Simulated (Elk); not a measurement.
**Optical response of CuI (Marshite)**

Wanted: where CuI (Marshite) starts to absorb, how strongly, and its refractive index. The cell comes from an older database entry, whose edges can differ from later determinations, mostly by under a per cent.

Main program and level: Elk 11.2.3 (patched build); DFT, PBE, all-electron APW+lo, Dirac cores, scalar-relativistic bands with second-variational spin-orbit coupling, independent-particle optical response without local fields.

The database entry behind the starting cell differs from other determinations of this structure, so it need not match the best structure at room temperature.

## 1. The starting structure

Symmetry: F-43m, No. 216, cubic system. The conventional cell has a = 6.063 Å, b = 6.063 Å, c = 6.063 Å, α = 90.00°, β = 90.00°, γ = 90.00°. Nearest to I lie 4 Cu at 2.63 Å. Nearest to Cu lie 4 I at 2.63 Å. Farther neighbours, and contacts between anions beyond the nearest, are not listed.

## 2. Ground state

The self-consistent density comes first; it also tells whether there is a gap, which decides the occupations and the need for a Drude term.

This step: DFT, PBE, all-electron APW+lo, Dirac cores, scalar-relativistic bands with second-variational spin-orbit coupling, ground state (Elk 11.2.3 (patched build)).

Contents of elk.in:

```
tasks
  0
  120

xctype
  20

nempty
  14

lorbcnd
  .true.

rgkmax
  7.0

spinorb
  .true.

swidth
  0.0018375

maxscl
  100

epsengy
  1e-05

sppath
  './'

avec
  0.0000000000 5.7287047468 5.7287047468
  5.7287047468 0.0000000000 5.7287047468
  5.7287047468 5.7287047468 0.0000000000

atoms
  2
  'I.in'
  1
  0.0000000000 0.0000000000 0.0000000000   0.000 0.000 0.000
  'Cu.in'
  1
  0.7500000000 0.7500000000 0.7500000000   0.000 0.000 0.000

ngridk
  7 7 7

vkloff
  0.5000 0.5000 0.5000
```

Command:

```
> OMP_NUM_THREADS=2 elk
```

The log of the run:

```text
┌─────────────────────────┐
│ Elk code version 11.2.3 │
└─────────────────────────┘

All units are atomic (Hartree, Bohr, etc.)

┌─────────────────────────────────────────────────┐
│ Ground-state run starting from atomic densities │
└─────────────────────────────────────────────────┘

Lattice vectors :
   0.000000000       5.728704747       5.728704747
   5.728704747       0.000000000       5.728704747
   5.728704747       5.728704747       0.000000000

Reciprocal lattice vectors :
 -0.5483949326      0.5483949326      0.5483949326
  0.5483949326     -0.5483949326      0.5483949326
  0.5483949326      0.5483949326     -0.5483949326

Unit cell volume      :    376.0099302
Brillouin zone volume :   0.6596905920

Muffin-tin inner radius fraction :   0.1000000000E-01

Nuclei treated as point charges

Species : 1 (I)
 parameters loaded from : I.in
 name : iodine
 nuclear charge    :   -53.00000000
 electronic charge :    53.00000000
 atomic mass :    231332.6972
 muffin-tin radius :    2.553825998
 number of radial points in muffin-tin :   1193
 inner part over the whole radius :   0.9882347993E-02
 number on inner part of muffin-tin    :    850
 approximate nuclear radius :   0.9002358621E-04
 number of mesh points to nuclear radius :    431
 atomic positions (lattice), magnetic fields (Cartesian) :
  1 :   0.00000000  0.00000000  0.00000000    0.00000000  0.00000000  0.00000000

Species : 2 (Cu)
 parameters loaded from : Cu.in
 name : copper
 nuclear charge    :   -29.00000000
 electronic charge :    29.00000000
 atomic mass :    115837.2717
 muffin-tin radius :    2.357377844
 number of radial points in muffin-tin :    993
 inner part over the whole radius :   0.9945403670E-02
 number on inner part of muffin-tin    :    701
 approximate nuclear radius :   0.7406004541E-04
 number of mesh points to nuclear radius :    336
 atomic positions (lattice), magnetic fields (Cartesian) :
  1 :   0.75000000  0.75000000  0.75000000    0.00000000  0.00000000  0.00000000

Total number of atoms per unit cell :    2
Total muffin-tin volume :    124.6442144
 ratio of muffin-tin to unit cell volume :   0.3314918154

Spin treatment :
 spin-polarised
 spin-orbit coupling
 global magnetic field (Cartesian) :    0.000000000       0.000000000       0.000000000
 non-collinear magnetisation

Number of Bravais lattice symmetries :   48
Number of crystal symmetries         :   24
Crystal has no inversion symmetry
Complex Hermitian eigensolver will be used

k-point grid :      7     7     7
k-point offset :   0.5000000000      0.5000000000      0.5000000000
k-point set is reduced with full crystal symmetry group
Total number of k-points :       84

Muffin-tin radius times maximum |G+k| :    7.000000000
 using average radius
Maximum |G+k| for APW functions       :    2.850624908
Maximum (1/2)|G+k|²                   :    4.063031184
Maximum |G| for potential and density :    12.00000000
Constant for pseudocharge density :    8
 order of it for each species :   15  15
 order of it for pair densities of each species (exact exchange by exxq0 0: 15) :   11   9
Radial integration step length :    1

G-vector grid sizes :     32    32    32
Number of G-vectors :    10969

Maximum angular momentum used for
 APW functions            :    8
 outer part of muffin-tin :    6
 inner part of muffin-tin :    2

Total nuclear charge    :   -82.00000000
Total core charge       :    48.00000000
Total valence charge    :    34.00000000
Total excess charge     :    0.000000000
Total electronic charge :    82.00000000

Effective Wigner radius, rₛ :    1.030620913

Number of empty states         :     28
Total number of valence states :     92
Total number of core states    :     48

Conduction state local-orbitals added automatically
Third-order local-orbitals added for an l without core states : F
Total number of local-orbitals :    130

Exchange-correlation functional :     20     0     0
 Perdew-Burke-Ernzerhof, Phys. Rev. Lett. 77, 3865 (1996)
 gradient requirement :    1
 generalised gradient approximation (GGA)

Smearing type :    3
 Fermi-Dirac
Smearing width :   0.1837500000E-02
Effective electronic temperature (K) :    580.2366081

Mixing type :    3
 Broyden mixing, J. Phys. A: Math. Gen. 17, L317 (1984)

Kohn-Sham potential initialised from atomic data

┌──────────────────────────────┐
│ Self-consistent loop started │
└──────────────────────────────┘

┌─────────────────┐
│ Loop number : 1 │
└─────────────────┘

Energies :
 Fermi                       :     0.848784E-01
 sum of occupied eigenvalues :     -5296.5295028646
 electron kinetic            :      9224.5206563526
 core electron kinetic       :      8854.7957960083
 Coulomb                     :     -17750.027794946
 Coulomb potential           :     -14197.466997557
 nuclear-nuclear             :     -837.88127443980
 electron-nuclear            :     -19642.829185993
 Hartree                     :      2730.6826654861
 Madelung                    :     -10651.294296168
 xc potential                :     -323.58316166063
 xc effective B-field        :    -0.659035E-10
 external B-field            :      0.000000
 exchange                    :     -244.66890253646
 correlation                 :     -4.252944
 electron entropic           :    -0.387574E-06
 total energy                :     -8774.4289852475
 (external B-field energy excluded from total)

Density of states at Fermi energy :   0.1389467864E-01
 (states/Hartree/unit cell)

Estimated indirect band gap :   0.2494822912E-01
 from k-point 84 to k-point 84
Estimated direct band gap   :   0.2494822912E-01
 at k-point 84

Charges :
 core                        :    48.00000000
 valence                     :    34.00000000
 interstitial                :    3.321742871
 muffin-tins (core leakage)
  species : 1 (I)
   atom 1                    :    50.82233284     (  0.2678104522E-03)
  species : 2 (Cu)
   atom 1                    :    27.85592429     (  0.2174215987E-03)
 total in muffin-tins        :    78.67825713
 total calculated charge     :    81.99942482
 total charge                :    82.00000000
 error                       :   0.5751774319E-03

Moments :
 interstitial                :  -0.1364712276E-19 -0.9738297737E-19 -0.4721594358E-19
 muffin-tins
  species : 1 (I)
   atom 1                    :  -0.3318959276E-20 -0.7606983749E-20  0.6533250724E-21
  species : 2 (Cu)
   atom 1                    :   0.1879938631E-20 -0.3148449511E-20 -0.2291141742E-21
 total in muffin-tins        :  -0.1439020645E-20 -0.1075543326E-19  0.4242108982E-21
 total moment                :  -0.1508614341E-19 -0.1081384106E-18 -0.4679173268E-19

┌─────────────────┐
│ Loop number : 2 │
└─────────────────┘

Energies :
 Fermi                       :     0.848997E-01
 sum of occupied eigenvalues :     -5296.5348500908
 electron kinetic            :      9224.6543363649
 core electron kinetic       :      8854.7283091216
 Coulomb                     :     -17750.261822567
 Coulomb potential           :     -14197.280379835
 nuclear-nuclear             :     -837.88127443980
 electron-nuclear            :     -19643.482134663
 Hartree                     :      2731.1015865361
 Madelung                    :     -10651.621632650
 xc potential                :     -323.90880662118
 xc effective B-field        :    -0.662738E-10
 external B-field            :      0.000000
 exchange                    :     -244.69219049230
 correlation                 :     -4.253154
 electron entropic           :    -0.292821E-06
 total energy                :     -8774.5528308317
 (external B-field energy excluded from total)

Density of states at Fermi energy :   0.1011926718E-01
 (states/Hartree/unit cell)

Estimated indirect band gap :   0.2611126117E-01
 from k-point 84 to k-point 84
Estimated direct band gap   :   0.2611126117E-01
 at k-point 84

Charges :
 core                        :    48.00000000
 valence                     :    34.00000000
 interstitial                :    3.311790790
 muffin-tins (core leakage)
  species : 1 (I)
   atom 1                    :    50.82037646     (  0.2677459600E-03)
  species : 2 (Cu)
   atom 1                    :    27.86783275     (  0.2168425634E-03)
 total in muffin-tins        :    78.68820921
 total calculated charge     :    81.99942527
 total charge                :    82.00000000
 error                       :   0.5747263566E-03

Moments :
 interstitial                :  -0.4884923577E-19  0.5838170562E-19 -0.6254851449E-19
 muffin-tins
  species : 1 (I)
   atom 1                    :   0.2284416335E-20  0.3197758980E-20  0.3341690517E-21
  species : 2 (Cu)
   atom 1                    :   0.5353623875E-20 -0.2651157312E-19 -0.2752068630E-20
 total in muffin-tins        :   0.7638040210E-20 -0.2331381414E-19 -0.2417899578E-20
 total moment                :  -0.4121119556E-19  0.3506789148E-19 -0.6496641407E-19

RMS change in Kohn-Sham potential (target) :   0.1010705631     (  0.1000000000E-05)
Absolute change in total energy (target)   :   0.1238455843     (  0.1000000000E-04)

[... 14 loops left out ...]

┌──────────────────┐
│ Loop number : 17 │
└──────────────────┘

Energies :
 Fermi                       :     0.175192
 sum of occupied eigenvalues :     -5289.2447130559
 electron kinetic            :      9228.8684377418
 core electron kinetic       :      8854.3125085594
 Coulomb                     :     -17753.625685899
 Coulomb potential           :     -14192.998017366
 nuclear-nuclear             :     -837.88127443980
 electron-nuclear            :     -19654.379070852
 Hartree                     :      2738.6346593922
 Madelung                    :     -10657.126677216
 xc potential                :     -325.11513343175
 xc effective B-field        :    -0.738471E-10
 external B-field            :      0.000000
 exchange                    :     -245.08565152143
 correlation                 :     -4.256628
 electron entropic           :    -0.141330E-08
 total energy                :     -8774.0995276751
 (external B-field energy excluded from total)

Density of states at Fermi energy :   0.2922171271E-04
 (states/Hartree/unit cell)

Estimated indirect band gap :   0.4758946642E-01
 from k-point 84 to k-point 84
Estimated direct band gap   :   0.4758946642E-01
 at k-point 84

Charges :
 core                        :    48.00000000
 valence                     :    34.00000000
 interstitial                :    3.101254071
 muffin-tins (core leakage)
  species : 1 (I)
   atom 1                    :    50.83760237     (  0.2629627160E-03)
  species : 2 (Cu)
   atom 1                    :    28.06114356     (  0.2061527573E-03)
 total in muffin-tins        :    78.89874593
 total calculated charge     :    81.99943764
 total charge                :    82.00000000
 error                       :   0.5623646383E-03

Moments :
 interstitial                :  -0.4098384057E-19 -0.4726617494E-19 -0.2333818868E-19
 muffin-tins
  species : 1 (I)
   atom 1                    :  -0.1455601990E-20  0.1014560251E-19 -0.6654217254E-21
  species : 2 (Cu)
   atom 1                    :  -0.2749770094E-20  0.3472499413E-20 -0.6620681891E-20
 total in muffin-tins        :  -0.4205372084E-20  0.1361810192E-19 -0.7286103616E-20
 total moment                :  -0.4518921266E-19 -0.3364807302E-19 -0.3062429229E-19

RMS change in Kohn-Sham potential (target) :   0.3103745681E-08 (  0.1000000000E-05)
Absolute change in total energy (target)   :   0.3386921890E-05 (  0.1000000000E-04)

Convergence targets achieved

┌──────────────────┐
│ Loop number : 18 │
└──────────────────┘

Energies :
 Fermi                       :     0.175192
 sum of occupied eigenvalues :     -5289.2447127959
 electron kinetic            :      9228.8684379843
 core electron kinetic       :      8854.3125086801
 Coulomb                     :     -17753.625686008
 Coulomb potential           :     -14192.998017460
 nuclear-nuclear             :     -837.88127443980
 electron-nuclear            :     -19654.379070960
 Hartree                     :      2738.6346593915
 Madelung                    :     -10657.126677278
 xc potential                :     -325.11513332015
 xc effective B-field        :    -0.738471E-10
 external B-field            :      0.000000
 exchange                    :     -245.08565152261
 correlation                 :     -4.256628
 electron entropic           :    -0.141330E-08
 total energy                :     -8774.0995275429
 (external B-field energy excluded from total)

Density of states at Fermi energy :   0.2922172588E-04
 (states/Hartree/unit cell)

Estimated indirect band gap :   0.4758946477E-01
 from k-point 84 to k-point 84
Estimated direct band gap   :   0.4758946477E-01
 at k-point 84

Charges :
 core                        :    48.00000000
 valence                     :    34.00000000
 interstitial                :    3.101254077
 muffin-tins (core leakage)
  species : 1 (I)
   atom 1                    :    50.83760236     (  0.2629627149E-03)
  species : 2 (Cu)
   atom 1                    :    28.06114356     (  0.2061527568E-03)
 total in muffin-tins        :    78.89874592
 total calculated charge     :    81.99943764
 total charge                :    82.00000000
 error                       :   0.5623646404E-03

Moments :
 interstitial                :  -0.2374947700E-20 -0.2012681747E-18 -0.4566851644E-20
 muffin-tins
  species : 1 (I)
   atom 1                    :  -0.3794944454E-20  0.3617408864E-20 -0.4378890313E-20
  species : 2 (Cu)
   atom 1                    :   0.9667540831E-20  0.1501193914E-19  0.4036449091E-20
 total in muffin-tins        :   0.5872596378E-20  0.1862934800E-19 -0.3424412224E-21
 total moment                :   0.3497648677E-20 -0.1826388267E-18 -0.4909292867E-20

┌──────────────────────────────┐
│ Self-consistent loop stopped │
└──────────────────────────────┘

Warning : core states of species 1 leak from the muffin-tin :   0.2629627149E-03

Warning : core states of species 2 leak from the muffin-tin :   0.2061527568E-03

Wrote STATE.OUT
```

Run time: 4 min. Hardware: 2 threads of Arm Neoverse V2, shared host; peak memory 0.17 GiB; 8 min of CPU time.

This step gave:

```
total energy           : -8774 Ha
Fermi energy           : 4.767 eV
DOS at the Fermi level : 1.07e-6 states/eV/cell
gap on the k-mesh      : 1.295 eV
direct gap on the mesh : 1.295 eV
total moment           : 3.50e-21, -1.83e-19, -4.91e-21 μB
```

There is a gap, 1.29 eV on this mesh (points off the mesh can give less), so no carriers' term is needed.

## 3. Independent particles

The spectrum is a sum over vertical transitions between filled and empty bands at the fixed density, so many empty bands are needed.

This step: DFT, PBE, all-electron APW+lo, Dirac cores, scalar-relativistic bands with second-variational spin-orbit coupling, independent-particle optical response without local fields (Elk 11.2.3 (patched build)).

Edit elk.in of step 2 so:

```diff
@@ -1,4 +1,6 @@
 tasks
-  0
-  120
+  121
+
+optcomp
+  1 1
 
@@ -20,9 +22,7 @@
 swidth
-  0.0018375
+  0.0055124
 
-maxscl
-  100
-
-epsengy
-  1e-05
+wplot
+  400 100 0
+  0.0 0.55124
```

Command:

```
> OMP_NUM_THREADS=2 elk
```

The log of the run:

```text
┌─────────────────────────────────┐
│ Elk code version 11.2.3 started │
└─────────────────────────────────┘

Info(readinput): the functional depends on the density's gradient
 muffin-tin radial points multiplied by    2.00000
 (not where nrmtscf is given)

┌────────────────────┐
│ Current task : 121 │
└────────────────────┘

[a note of our patched build left out]

Info(dielectric):
 dielectric tensor written to EPSILON_ij.OUT
 optical conductivity written to SIGMA_ij.OUT
 for components
  i = 1, j = 1

┌──────────────────┐
│ Elk code stopped │
└──────────────────┘
```

Wall time 4.5 s (2 threads); peak memory 0.03 GiB; 9.6 s of CPU time.

Read from the output:

```
electronic dielectric constant ε∞, mean of the axes : 6.857
```

The Im ε, E ∥ x has structure finer than the step of the table below, so its rows give means over 0.5 eV. Peaks (eV: height): 4.42: 7.99, 6.79: 9.79.

Sum at mesh points, not converged in k; values under the direct gap are tails of Lorentzian lines. Table of Im ε, E ∥ x by photon energy; means over each step:

photon energy (eV), Im ε, E ∥ x and a bar:
```
      0.5       0.08 
      1.0       0.42 #
      1.5       1.01 ###
      2.0       1.45 #####
      2.5       2.33 ########
      3.0       3.95 ##############
      3.5       3.52 ############
      4.0       5.38 ###################
      4.5       7.21 ##########################
      5.0       5.34 ###################
      5.5       6.03 #####################
      6.0       8.05 #############################
      6.5       8.42 ##############################
      7.0       8.37 ##############################
      7.5       5.36 ###################
      8.0       3.73 #############
      8.5       3.81 #############
      9.0       3.87 ##############
      9.5       3.37 ############
     10.0       2.38 ########
     10.5       1.83 ######
     11.0       1.40 #####
     11.5       1.29 ####
     12.0       1.19 ####
     12.5       1.12 ####
     13.0       1.06 ####
     13.5       0.91 ###
     14.0       0.91 ###
     14.5       0.83 ###
```

The reflectivity at normal incidence, E ∥ x has structure finer than the step of the table below, so its rows give means over 0.25 eV. Peaks (eV: height): 2.962: 26.4, 4.388: 32.0, 7.050: 44.2, 9.863: 44.6, 10.613: 45.0.

Sum at mesh points, not converged in k. Table of reflectivity at normal incidence, E ∥ x by photon energy; means over each step:

```csv
photon energy (eV),"reflectivity at normal incidence, E ∥ x (%)"
0.25,20.1
0.50,20.3
0.75,20.8
1.00,21.6
1.25,22.1
1.50,20.9
1.75,21.9
2.00,23.6
2.25,23.9
2.50,23.4
2.75,25.5
3.00,26.0
3.25,23.6
3.50,23.7
3.75,25.5
4.00,28.6
4.25,31.3
4.50,30.8
4.75,26.8
5.00,24.8
5.25,24.4
5.50,27.3
5.75,30.3
6.00,33.0
6.25,33.5
6.50,34.2
6.75,38.9
7.00,43.7
7.25,43.4
7.50,43.9
7.75,40.5
8.00,36.3
8.25,30.9
8.50,31.5
8.75,31.7
9.00,34.4
9.25,36.5
9.50,38.3
9.75,43.0
10.00,41.9
10.25,40.9
10.50,44.0
10.75,42.8
11.00,36.9
11.25,34.9
11.50,33.6
11.75,31.6
12.00,29.5
12.25,28.6
12.50,26.6
12.75,26.1
13.00,25.7
13.25,26.1
13.50,24.3
13.75,21.5
14.00,21.4
14.25,21.8
14.50,19.9
14.75,18.8
```

Sum at mesh points, not converged in k; values under the direct gap are tails of Lorentzian lines. Loss function −Im 1/ε at q → 0, E ∥ x against energy loss; read off at these points:

```csv
energy loss (eV),"loss function −Im 1/ε at q → 0, E ∥ x"
0.0,0
0.5,0.00161
1.0,0.00577
1.5,0.0207
2.0,0.0209
2.5,0.0314
3.0,0.0545
3.5,0.0552
4.0,0.0522
4.5,0.0978
5.0,0.116
5.5,0.0899
6.0,0.102
6.5,0.116
7.0,0.114
7.5,0.156
8.0,0.240
8.5,0.250
9.0,0.233
9.5,0.247
10.0,0.302
10.5,0.321
11.0,0.513
11.5,0.598
12.0,0.712
12.5,0.806
13.0,0.846
13.5,1.08
14.0,1.08
14.5,1.24
```

At chosen wavelengths:

```csv
wavelength (nm),n,k,R (%),1/α
1550,2.68,0.031,20.9,3.9 µm
800,2.66,0.172,20.8,371 nm
633,2.87,0.220,23.6,229 nm
532,2.79,0.452,23.5,94 nm
405,2.81,0.796,25.8,41 nm
365,2.69,0.634,23.2,46 nm
193,2.32,1.761,34.3,8.7 nm
```

Below the direct gap, k and the depth come from the tails of the Lorentzian lines, not from transitions.

Rows near the edge hang on the gap, which this functional as a rule makes too small, and phonon-assisted absorption over an indirect gap is left out.

## 4. Outcome

```
electronic dielectric constant ε∞, mean of the axes (independent particles) : 6.86
```

In words: At this level (PBE, independent particles) CuI has ε∞ = 6.86 and n = 2.68 at 1550 nm. On the mesh the gap is 1.29 eV and the least direct gap 1.29 eV. Excitons and phonon-assisted transitions are missing, and so are local fields; PBE gaps are as a rule too small, which pulls the onset down and ε∞ up. The sum runs over mesh points 0.26 Å⁻¹ apart with no interpolation, so peaks are partly noise of the mesh and static values carry its error. The mesh is shifted off Γ, so gaps read from it can miss the band edges. Not shown from this task: 3 steps that ran out of time.

[Long decimals in the printed logs are rounded to 6 places.]

[Machine, clock and banner lines and Python warnings are left out of the logs.]

[Logs are printed without paths, hosts, clocks, repeated set-up lines and the standing remarks that a program may print on its own settings, such as how far it seeks lower states.]

[Hosts, paths, dates, database ids (printed as entryN), source tags and the programs' standing remarks are cut or masked in the printed files.]

[Where Elk ran, warnings of its patched build on accuracy (core leakage, angular cutoffs, spin-orbit splittings, empty states, lower magnetic states) are left out.]

[Where the starting crystal was built by hand or by swapping elements, it need not be the compound's stable phase.]

[The count of steps not shown may lack steps that the program refused or didn't finish.]
